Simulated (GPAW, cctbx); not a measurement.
## What do these deviations say about the bonding?

Sn3PbSe4, Pm-3m (no. 221), a = 6.0880 Å, b = 6.0880 Å, c = 6.0880 Å, α = 90.00°, β = 90.00°, γ = 90.00°.

| atom | mult. | x | y | z |
| --- | --- | --- | --- | --- |
| Pb1 | 1 | 1/2 | 1/2 | 1/2 |
| Sn1 | 3 | 0 | 0 | 1/2 |
| Se1 | 3 | 1/2 | 0 | 1/2 |
| Se2 | 1 | 0 | 0 | 0 |

The cell is our own: ordered rocksalt alloy in the eight-atom cube, 3 of 4 Pb sites given to Sn.

Absolute values of the static structure factors of the conventional cell from DFT (PBE, GPAW) against free spherical atoms, in electrons:

```
hkl  d (Å)  free atoms  crystal
010  6.088       31.41    31.41
011  4.305       30.89    30.88
111  3.515       87.46    86.77
020  3.044      313.92   314.31
021  2.723       29.56    29.58
121  2.485       29.18    29.18
022  2.152      284.88   284.69
122  2.029       28.15    28.16
030  2.029       28.15    28.19
031  1.925       27.84    27.87
```

**Question.** Which way does charge move, and which reflections show it best?

Project each element's phase sum on the total phase. |F| rises if density moves to atoms that scatter in phase and falls if it moves to atoms that scatter against it; the rule is for low angles, since changes of shape take over beyond. Where all elements are in phase the terms compete, and the compactness of the donor's and the acceptor's density matters too.

| hkl | Pb in phase | Sn in phase | Se in phase | change (e) | (%) |
| --- | --- | --- | --- | --- | --- |
| 010 | +1.0 | -1.0 | 0.0 | 0.00 | 0.0 |
| 011 | +1.0 | -1.0 | 0.0 | -0.01 | 0.0 |
| 111 | +1.0 | +3.0 | -4.0 | -0.69 | -0.8 |
| 020 | +1.0 | +3.0 | +4.0 | +0.39 | +0.1 |
| 021 | +1.0 | -1.0 | 0.0 | +0.02 | +0.1 |
| 121 | +1.0 | -1.0 | 0.0 | +0.01 | 0.0 |
| 022 | +1.0 | +3.0 | +4.0 | -0.19 | -0.1 |
| 122 | +1.0 | -1.0 | 0.0 | +0.01 | 0.0 |

Low-angle reflections that set elements apart and change by more than 0.05 e: 111 (010, 011, 021, 121 and 122 hardly move and tell little). The sign fits a gain of density on Se and a loss on Pb and Sn. The best witness is 111, -0.8 %, where Se enters with -4.0. The real-space density agrees: Voronoi charges Pb +0.29, Sn +0.26, Se -0.26 e. The shortest bond, Pb–Se, has Δρ = +0.03 e/Å³ at its midpoint.

[Outputs are excerpts: Python notices, other lines and further rows are left out; steps that failed or that the build refused (PBEsol, TPSS) are not shown.]

[Logs are printed without paths, hosts, clocks, repeated set-up lines and the standing remarks that a program may print on its own settings, such as how far it seeks lower states.]
